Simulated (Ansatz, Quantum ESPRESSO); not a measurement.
# Li(110), 5 layers, one monolayer of Ga on hollow sites: vacuum level and surface dipole, part 2 of 6

Aim: the work function of each face of Li(110), 5 layers, one monolayer of Ga on hollow sites, and how it moves with functional, pseudopotentials and boundary condition.

Quantum ESPRESSO 7.5; plane-wave DFT, PBE, GBRV ultrasoft pseudopotentials; geometry and cross-check by Ansatz 0.2.0 with PAW datasets.

So far. Step 2 (Geometry from Ansatz): The relaxation lowers the energy by 14 meV an atom. Held were the atoms numbered 1, 2 and 3; the forces quoted are those on the free ones.

**3. Self-consistent run**

The two faces differ, so the slab has a dipole. tefield with eamp = 0 and dipfield cancel the false field of the periodic images; the ramp (emaxpos, eopreg) must lie in the vacuum. pw.x drops all symmetry for this, which costs k-points.

Level of this step: plane-wave DFT, PBE, GBRV ultrasoft pseudopotentials (Quantum ESPRESSO 7.5).

Input file scf.in:

```
&control
  prefix = 'scf'
  outdir = './out'
  pseudo_dir = './pseudo'
  calculation = 'scf'
  tprnfor = .true.
  tefield = .true.
  dipfield = .true.
/
&system
  ibrav = 0
  nat = 6
  ntyp = 2
  ecutwfc = 40
  ecutrho = 200
  occupations = 'smearing'
  smearing = 'mv'
  degauss = 0.02
  edir = 3
  emaxpos = 0.97
  eopreg = 0.04
  eamp = 0.0
/
&electrons
  conv_thr = 1e-07
  mixing_beta = 0.4
  electron_maxstep = 120
  mixing_mode = 'local-TF'
/
ATOMIC_SPECIES
  Li  6.9400  li_pbe_v1.4.uspp.F.UPF
  Ga  69.7230  ga_pbe_v1.4.uspp.F.UPF
CELL_PARAMETERS angstrom
  2.46780266630000 -1.74500000000000 0.00000000000000
  2.46780266630000 1.74500000000000 0.00000000000000
  0.00000000000000 0.00000000000000 28.87121066540000
ATOMIC_POSITIONS crystal
  Li  0.000000000000 0.000000000000 0.287483614600
  Li  0.500000000000 0.500000000000 0.372959859300
  Li  0.000000000000 0.000000000000 0.458436103900
  Li  0.482114414200 0.482114414200 0.541921229156
  Li  -0.030779820281 -0.030779820281 0.625861243987
  Ga  0.400704701061 0.400704701061 0.698459518620
K_POINTS automatic
  8 8 1 0 0 0
```

Launch:

```bash
$ OMP_NUM_THREADS=1 mpirun -n 4 pw.x -nk 4 -in scf.in > scf.out
```

Log:

```text
Program PWSCF v.7.5 starts
[citation notice left out]

     Parallel version (MPI & OpenMP), running on       4 processor cores
     Number of MPI processes:                 4
     Threads/MPI process:                     1

     MPI processes distributed on     1 nodes
[...]
Current dimensions of program PWSCF are:
     Max number of different atomic species (ntypx) = 10
     Max number of k-points (npk) =  40000
     Max angular momentum in pseudopotentials (lmaxx) =  4
     Presently no symmetry can be used with electric field

     K-points division:     npool     =       4
     Subspace diagonalization in iterative solution of the eigenvalue problem:
     a serial algorithm will be used

     G-vector sticks info
     --------------------
     sticks:   dense  smooth     PW     G-vecs:    dense   smooth      PW
     Sum         483     395    129                80083    57473   10565

     Using Slab Decomposition

     bravais-lattice index     =            0
     lattice parameter (alat)  =       5.7116  a.u.
     unit-cell volume          =    1678.0212 (a.u.)^3
     number of atoms/cell      =            6
     number of atomic types    =            2
     number of electrons       =        34.00
     number of Kohn-Sham states=           21
     kinetic-energy cutoff     =      40.0000  Ry
     charge density cutoff     =     200.0000  Ry
     scf convergence threshold =      1.0E-07
     mixing beta               =       0.4000
     number of iterations used =            8  local-TF  mixing
     Exchange-correlation=  SLA  PW   PBX  PBC
                           (   1   4   3   4   0   0   0)

     celldm(1)=   5.711562  celldm(2)=   0.000000  celldm(3)=   0.000000
     celldm(4)=   0.000000  celldm(5)=   0.000000  celldm(6)=   0.000000

     crystal axes: (cart. coord. in units of alat)
               a(1) = (   0.816497  -0.577350   0.000000 )
               a(2) = (   0.816497   0.577350   0.000000 )
               a(3) = (   0.000000   0.000000   9.552322 )

     reciprocal axes: (cart. coord. in units 2 pi/alat)
               b(1) = (  0.612372 -0.866025  0.000000 )
               b(2) = (  0.612372  0.866025 -0.000000 )
               b(3) = ( -0.000000  0.000000  0.104687 )

     PseudoPot. # 1 for Li read from file:
     ./pseudo/li_pbe_v1.4.uspp.F.UPF
     Pseudo is Ultrasoft, Zval =  3.0
     Generated by new atomic code, or converted to UPF format
     Using radial grid of  751 points,  5 beta functions with:
                l(1) =   0
                l(2) =   0
                l(3) =   0
                l(4) =   1
                l(5) =   1
     Q(r) pseudized with 10 coefficients,  rinner =    1.150   1.150   1.150

     PseudoPot. # 2 for Ga read from file:
     ./pseudo/ga_pbe_v1.4.uspp.F.UPF
     Pseudo is Ultrasoft + core correction, Zval = 19.0
     Generated by new atomic code, or converted to UPF format
     Using radial grid of  871 points,  6 beta functions with:
                l(1) =   0
                l(2) =   0
                l(3) =   1
                l(4) =   1
                l(5) =   2
                l(6) =   2
     Q(r) pseudized with  8 coefficients,  rinner =    1.250   1.250   1.250
                                                       1.250   1.250

     atomic species   valence    mass     pseudopotential
     Li                3.00     6.94000     Li( 1.00)
     Ga               19.00    69.72300     Ga( 1.00)

     No symmetry found

   Cartesian axes

     site n.     atom                  positions (alat units)
         1        Li     tau(   1) = (   0.0000000   0.0000000   2.7461360  )
         2        Li     tau(   2) = (   0.8164966   0.0000000   3.5626325  )
         3        Li     tau(   3) = (   0.0000000   0.0000000   4.3791291  )
         4        Li     tau(   4) = (   0.7872895   0.0000000   5.1766059  )
         5        Li     tau(   5) = (  -0.0502632  -0.0000000   5.9784279  )
         6        Ga     tau(   6) = (   0.6543480  -0.0000000   6.6719100  )

     number of k points=    34  Marzari-Vanderbilt smearing, width (Ry)=  0.0200
                       cart. coord. in units 2pi/alat
        k(    1) = (   0.0000000   0.0000000   0.0000000), wk =   0.0312500
        k(    2) = (   0.0765466   0.1082532   0.0000000), wk =   0.0625000
        k(    3) = (   0.1530931   0.2165064   0.0000000), wk =   0.0625000
        k(    4) = (   0.2296397   0.3247595   0.0000000), wk =   0.0625000
        k(    5) = (  -0.3061862  -0.4330127   0.0000000), wk =   0.0312500
        k(    6) = (   0.0765466  -0.1082532   0.0000000), wk =   0.0625000
        k(    7) = (   0.1530931   0.0000000   0.0000000), wk =   0.0625000
        k(    8) = (   0.2296397   0.1082532   0.0000000), wk =   0.0625000
        k(    9) = (   0.3061862   0.2165064   0.0000000), wk =   0.0625000
        k(   10) = (  -0.2296397  -0.5412659   0.0000000), wk =   0.0625000
[...]
k(   34) = (  -0.6123724   0.0000000   0.0000000), wk =   0.0312500

     Dense  grid:    80083 G-vectors     FFT dimensions: (  25,  25, 250)

     Smooth grid:    57473 G-vectors     FFT dimensions: (  24,  24, 225)

     Estimated max dynamical RAM per process >     139.86 MB

     Estimated total dynamical RAM >     500.77 MB

     Initial potential from superposition of free atoms

     starting charge      30.7463, renormalised to      34.0000

     negative rho (up, down):  1.647E-03 0.000E+00

     Adding external electric field

     Computed dipole along edir(3) :
        Dipole              -11.9037 Ry au,        -30.2562 Debye
        Dipole field         -0.0891 Ry au,

        Potential amp.        9.3381 Ry
        Total length         52.3763 bohr

     Starting wfcs are   37 randomized atomic wfcs

     total cpu time spent up to now is        1.4 secs

     per-process dynamical memory:    74.2 Mb

     Self-consistent Calculation

     iteration #  1     ecut=    40.00 Ry     beta= 0.40
     Davidson diagonalization with overlap
     c_bands:  4 eigenvalues not converged
     c_bands:  5 eigenvalues not converged
     c_bands:  2 eigenvalues not converged
     c_bands:  1 eigenvalues not converged
     c_bands:  5 eigenvalues not converged
     c_bands:  1 eigenvalues not converged
     c_bands:  2 eigenvalues not converged
     c_bands:  1 eigenvalues not converged
     ethr =  1.00E-02,  avg # of iterations = 20.4

     negative rho (up, down):  8.135E-01 0.000E+00

     Adding external electric field

     Computed dipole along edir(3) :
[...]
Dipole               -2.4921 Ry au,         -6.3343 Debye
[...]
total energy              =    -511.33928562 Ry
     estimated scf accuracy    <     145.39977983 Ry

[... 77 further iterations ...]
     iteration # 90     ecut=    40.00 Ry     beta= 0.40
[...]
negative rho (up, down):  2.918E-03 0.000E+00

[...]
Dipole               -0.0836 Ry au,         -0.2125 Debye
[...]
total energy              =    -487.66514602 Ry
     estimated scf accuracy    <       0.00289390 Ry

     iteration # 91     ecut=    40.00 Ry     beta= 0.40
[...]
negative rho (up, down):  2.554E-03 0.000E+00

[...]
Dipole               -0.0793 Ry au,         -0.2015 Debye
[...]
total energy              =    -487.66516398 Ry
     estimated scf accuracy    <       0.00253945 Ry

     iteration # 92     ecut=    40.00 Ry     beta= 0.40
[...]
negative rho (up, down):  3.041E-03 0.000E+00

[...]
Dipole               -0.0927 Ry au,         -0.2357 Debye
[...]
total energy              =    -487.66525483 Ry
     estimated scf accuracy    <       0.00212267 Ry

     iteration # 93     ecut=    40.00 Ry     beta= 0.40
[...]
negative rho (up, down):  1.022E-03 0.000E+00

[...]
Dipole               -0.0963 Ry au,         -0.2449 Debye
[...]
total energy              =    -487.66522904 Ry
     estimated scf accuracy    <       0.00007682 Ry

     iteration # 94     ecut=    40.00 Ry     beta= 0.40
[...]
negative rho (up, down):  5.915E-04 0.000E+00

[...]
Dipole               -0.0967 Ry au,         -0.2457 Debye
[...]
total energy              =    -487.66523299 Ry
     estimated scf accuracy    <       0.00002159 Ry

     iteration # 95     ecut=    40.00 Ry     beta= 0.40
[...]
negative rho (up, down):  1.702E-04 0.000E+00

[...]
Dipole               -0.0949 Ry au,         -0.2413 Debye
[...]
total energy              =    -487.66522958 Ry
     estimated scf accuracy    <       0.00001271 Ry

     iteration # 96     ecut=    40.00 Ry     beta= 0.40
[...]
negative rho (up, down):  1.006E-04 0.000E+00

[...]
Dipole               -0.0960 Ry au,         -0.2439 Debye
[...]
total energy              =    -487.66522930 Ry
     estimated scf accuracy    <       0.00002323 Ry

     iteration # 97     ecut=    40.00 Ry     beta= 0.40
[...]
negative rho (up, down):  1.397E-04 0.000E+00

[...]
Dipole               -0.0955 Ry au,         -0.2426 Debye
[...]
total energy              =    -487.66523172 Ry
     estimated scf accuracy    <       0.00000261 Ry

     iteration # 98     ecut=    40.00 Ry     beta= 0.40
[...]
negative rho (up, down):  1.382E-04 0.000E+00

[...]
Dipole               -0.0958 Ry au,         -0.2434 Debye
[...]
total energy              =    -487.66523247 Ry
     estimated scf accuracy    <       0.00000604 Ry

     iteration # 99     ecut=    40.00 Ry     beta= 0.40
[...]
negative rho (up, down):  1.403E-04 0.000E+00

[...]
Dipole               -0.0952 Ry au,         -0.2419 Debye
[...]
End of self-consistent calculation

          k = 0.0000 0.0000 0.0000 (  7183 PWs)   bands (ev):

   -94.8981 -94.8685 -94.8440 -47.7311 -47.3129 -47.2572 -47.2377 -47.0854
   -15.2875 -15.2837 -15.1846 -15.1423 -15.1372  -8.6104  -4.0745  -3.6564
    -2.9691  -2.1224  -1.1945  -0.4955   2.2485

          k = 0.0765 0.1083 0.0000 (  7203 PWs)   bands (ev):

   -94.8981 -94.8686 -94.8442 -47.7299 -47.3117 -47.2558 -47.2368 -47.0842
   -15.2851 -15.2614 -15.1923 -15.1484 -15.1372  -8.3354  -3.8563  -3.4366
    -2.7447  -1.8870  -0.9381  -0.2135   2.4870

          k = 0.1531 0.2165 0.0000 (  7168 PWs)   bands (ev):

   -94.8981 -94.8688 -94.8444 -47.7271 -47.3088 -47.2525 -47.2344 -47.0813
   -15.2864 -15.2172 -15.2106 -15.1569 -15.1275  -7.5106  -3.2019  -2.7832
    -2.0891  -1.2150  -0.2082   0.6230   1.9625

          k = 0.2296 0.3248 0.0000 (  7161 PWs)   bands (ev):

   -94.8980 -94.8689 -94.8447 -47.7243 -47.3059 -47.2492 -47.2321 -47.0784
   -15.2925 -15.2448 -15.1801 -15.1611 -15.0958  -6.1765  -2.1208  -1.7423
    -1.2172  -0.9111  -0.3052   0.5057   1.9497

          k =-0.3062-0.4330 0.0000 (  7150 PWs)   bands (ev):

   -94.8980 -94.8690 -94.8448 -47.7232 -47.3047 -47.2478 -47.2312 -47.0773
   -15.2962 -15.2568 -15.1725 -15.1623 -15.0768  -4.9875  -2.8176  -0.6982
    -0.6459  -0.5487  -0.4230  -0.3189   2.3694

          k = 0.0765-0.1083 0.0000 (  7203 PWs)   bands (ev):

   -94.8981 -94.8686 -94.8442 -47.7299 -47.3117 -47.2558 -47.2368 -47.0842
   -15.2851 -15.2613 -15.1923 -15.1484 -15.1372  -8.3354  -3.8563  -3.4366
    -2.7447  -1.8870  -0.9381  -0.2135   2.4869

[...]
the Fermi energy is    -0.6845 ev

!    total energy              =    -487.66523264 Ry
     estimated scf accuracy    <       0.00000002 Ry
     smearing contrib. (-TS)   =       0.00072102 Ry
     internal energy E=F+TS    =    -487.66595366 Ry

     The total energy is F=E-TS. E is the sum of the following terms:
     one-electron contribution =   -1871.91710210 Ry
     hartree contribution      =     928.61888987 Ry
     xc contribution           =     -65.25655313 Ry
     ewald contribution        =     520.88874386 Ry
     electric field correction =       0.00006783 Ry

     convergence has been achieved in  99 iterations

     negative rho (up, down):  1.403E-04 0.000E+00

     Forces acting on atoms (cartesian axes, Ry/au):

     atom    1 type  1   force =     0.00001174    0.00000057    0.00369842
     atom    2 type  1   force =     0.00001486    0.00000766   -0.00194244
     atom    3 type  1   force =    -0.00000376    0.00001162   -0.00153339
     atom    4 type  1   force =    -0.00002818    0.00000036    0.00021905
     atom    5 type  1   force =     0.00007955    0.00000879    0.00119887
     atom    6 type  2   force =    -0.00007421   -0.00002901   -0.00164051

     Total force =     0.004898     Total SCF correction =     0.001196
     SCF correction compared to forces is large: reduce conv_thr to get better values

[...]
=------------------------------------------------------------------------------=
   JOB DONE.
=------------------------------------------------------------------------------=
[key lines of the parts left out:]
Dipole field         -0.0007 Ry au,
```

It took 4.4 min on 4 MPI ranks of Arm Neoverse V2, shared host; peak memory 0.7 GiB.

Read from the output:

- free energy: -6635.0235 eV
- Fermi energy: -0.6845 eV
- dipole along the normal: -0.05036 e·Å

The program's own clock; routines nest. Time by routine:

```csv
routine,wall time (s),calls
PWSCF,265.5,1
electrons,263.7,1
c_bands,193.6,99
cegterg,171.6,898
h_psi,126.9,5481
fftw,111.6,137517
vloc_psi,104.9,5481
mix_rho,29.48,99
sum_band,29.42,99
ffts,17.06,12151
calbec,14.16,6408
h_psi:calbec,10.87,5481
add_vuspsi,10.76,5481
s_psi,10.55,5481
```

The run needed 99 iterations to bring the estimated error under 1e-07 Ry; the largest force on any atom, held or free, is 0.10 eV/Å.

**4. Electrostatic potential**

The vacuum level is read from the electrostatic potential (plot_num = 11), averaged over planes.

Input file pot.in:

```
&inputpp
  prefix = 'scf'
  outdir = './out'
  filplot = 'pot.dat'
  plot_num = 11
/
```

Launch:

```bash
$ OMP_NUM_THREADS=1 mpirun -n 4 pp.x -in pot.in > pot.out
```

Log:

```text
[banner, memory and clock lines left out]
Program POST-PROC v.7.5 starts

          URL

     ./out/scf.save/

     IMPORTANT: XC functional enforced from input :
     Exchange-correlation= PBE
                           (   1   4   3   4   0   0   0)
     Any further DFT definition will be discarded
     Please, verify this is what you really want

     negative rho (up, down):  1.403E-04 0.000E+00

     Adding external electric field

     Computed dipole along edir(3) :
        Dipole               -0.0952 Ry au,         -0.2419 Debye
        Dipole field         -0.0007 Ry au,

        Potential amp.        0.0747 Ry
        Total length         52.3763 bohr

     Calling punch_plot, plot_num =  11

     Adding external electric field

     Computed dipole along edir(3) :
        Dipole               -0.0952 Ry au,         -0.2419 Debye
        Dipole field         -0.0007 Ry au,

        Potential amp.        0.0747 Ry
        Total length         52.3763 bohr

     Writing data to file  pot.dat
     Message from routine chdens:
     namelist plot not found or invalid, exiting
```

Elapsed: 0.91 s, on 4 MPI ranks; peak memory 0.1 GiB; 3.2 s of CPU time.

This step gave:

```
work function of the upper face                                       : 4.347 eV
slope of the potential above                                          : 2.32e-4 eV/Å
upper vacuum line continued to the top atoms, over the Fermi level    : 4.345 eV
work function of the lower face                                       : 3.288 eV
slope of the potential below                                          : -7.34e-4 eV/Å
lower vacuum line continued to the bottom atoms, over the Fermi level : 3.284 eV
```

The potential energy, planar mean oscillates, so the rows of the table below give means over windows of 1 Å about each position, cut where the curve ends. Its maxima inside the range that stand out by 2 % of the span (Å: eV): 9.5: 1.84, 12.0: 1.88, 14.4: 1.75, 16.9: 1.74, 18.9: 0.595, 27.9: 4.35. Its minima: 8.2: -2.72, 10.7: -2.44, 13.3: -2.35, 15.7: -2.34, 18.0: -2.22, 20.2: -11.5.

Electrostatic potential energy of an electron, with the sawtooth; zero at the Fermi level. The potential energy, planar mean by z; means over each step:

```csv
z (Å),"potential energy, planar mean (eV)"
0,3.37
1,3.29
2,3.29
3,3.29
4,3.28
5,3.25
6,3.05
7,1.85
8,-1.79
9,0.164
10,0.446
11,-1.54
12,1.47
13,-1.46
14,0.443
15,-0.00475
16,-1.13
17,1.24
18,-1.67
19,-0.347
20,-9.17
21,-1.53
22,3.80
23,4.30
24,4.34
25,4.35
26,4.35
27,4.35
28,4.23
```

Electrostatic potential energy in the ca plane at fractional y = 0.000, with atoms of Li within 0.2 Å of it. With pseudopotentials it is smooth inside the atoms' cores, unlike the true potential.

Values in eV, 5 rows by 16 columns, each cell a mean:
```
  2  -2 -12  -1   2   2  -5 -12   0   2   4   4   4   4   4   4
  2   1  -1   2   2   2   0  -2   1   0   3   4   4   4   4   4
  2   2   1   2   2   2   2   1   1  -1   3   4   4   4   4   4
  2   0  -4   1   2   2   0  -2   1   1   3   4   4   4   4   4
  2  -4 -13  -1   2   2  -5 -11   1   3   4   4   4   4   4   4
```
Columns run along c (16.0 Å, from fractional 0.39 to 0.94 of the cell; values clipped at the 3rd and 97th percentile), rows up along a (3.0 Å). Atoms in or near the plane, at fractional coordinates: Li at (0.46, 0.00), Li at (0.63, 0.97).

The vacuum is flat to 0.7 meV/Å, so its level is well defined. Inside the slab the curve depends on the local part of the pseudopotentials; only the vacuum level has a meaning of its own.

**5. Planar and running averages**

average.x takes the planar mean and smooths it over a window of one repeat.

Input file avg.in:

```
1
pot.dat
1.0
468
3
4.6634711690
```

Launch:

```bash
$ OMP_NUM_THREADS=1 average.x < avg.in > avg.out
```

Log:

```text
[banner, memory and clock lines left out]
Program AVERAGE v.7.5 starts

          URL

     Reading header from file  pot.dat
     Reading data from file  pot.dat
     Output written to file avg.dat

[...]
```

Elapsed: 0.55 s, on 1 MPI rank; peak memory 0.11 GiB.

Numbers from this step:

- average.x's running mean inside the slab, on the run's own zero: -0.8264 eV
- mean potential by an exact Fourier window inside the slab, on the run's own zero: -0.8260 eV

The potential energy (planar mean) oscillates, so the rows of the table below give means over windows of 1 Å about each position, cut where the curve ends. Its maxima inside the range that stand out by 2 % of the span (Å: eV): 9.5: 1.85, 12.0: 1.87, 14.4: 1.75, 16.8: 1.74, 18.9: 0.595, 27.9: 4.35. Its minima: 8.2: -2.72, 10.7: -2.44, 13.3: -2.35, 15.7: -2.36, 18.1: -2.23, 20.2: -11.6.

Electrostatic potential energy of an electron, with the sawtooth; zero at the Fermi level; window 2.4678 Å. Table of potential energy by z; means over each step:

```csv
z (Å),planar mean (eV),running mean (eV)
0,3.37,3.59
1,3.29,3.36
2,3.29,3.29
3,3.29,3.29
4,3.28,3.28
5,3.25,3.21
6,3.05,2.80
7,1.85,1.20
8,-1.79,-0.297
9,0.170,-0.304
10,0.449,-0.183
11,-1.55,-0.168
12,1.48,-0.137
13,-1.46,-0.130
14,0.446,-0.212
15,-0.00758,-0.207
16,-1.14,-0.182
17,1.26,-0.198
18,-1.69,-0.435
19,-0.321,-3.20
20,-9.21,-4.62
21,-1.52,-2.38
22,3.81,2.64
23,4.30,4.19
24,4.34,4.33
25,4.35,4.35
26,4.35,4.35
27,4.35,4.32
28,4.23,4.06
```

Where the running mean is not flat inside, average.x's window, rounded to the grid, doesn't match the spacings there.

(Continued in part 3 of 6.)

[Logs are printed without paths, hosts, clocks, repeated set-up lines and the standing remarks that a program may print on its own settings, such as how far it seeks lower states.]

[Hosts, paths, dates, database ids (printed as entryN), source tags and the programs' standing remarks are cut or masked in the printed files.]

[Maps of the electrostatic potential energy from Ansatz leave out the sawtooth potential of an applied field or a dipole correction, so their vacuum need not be flat; planar profiles and work functions include it.]
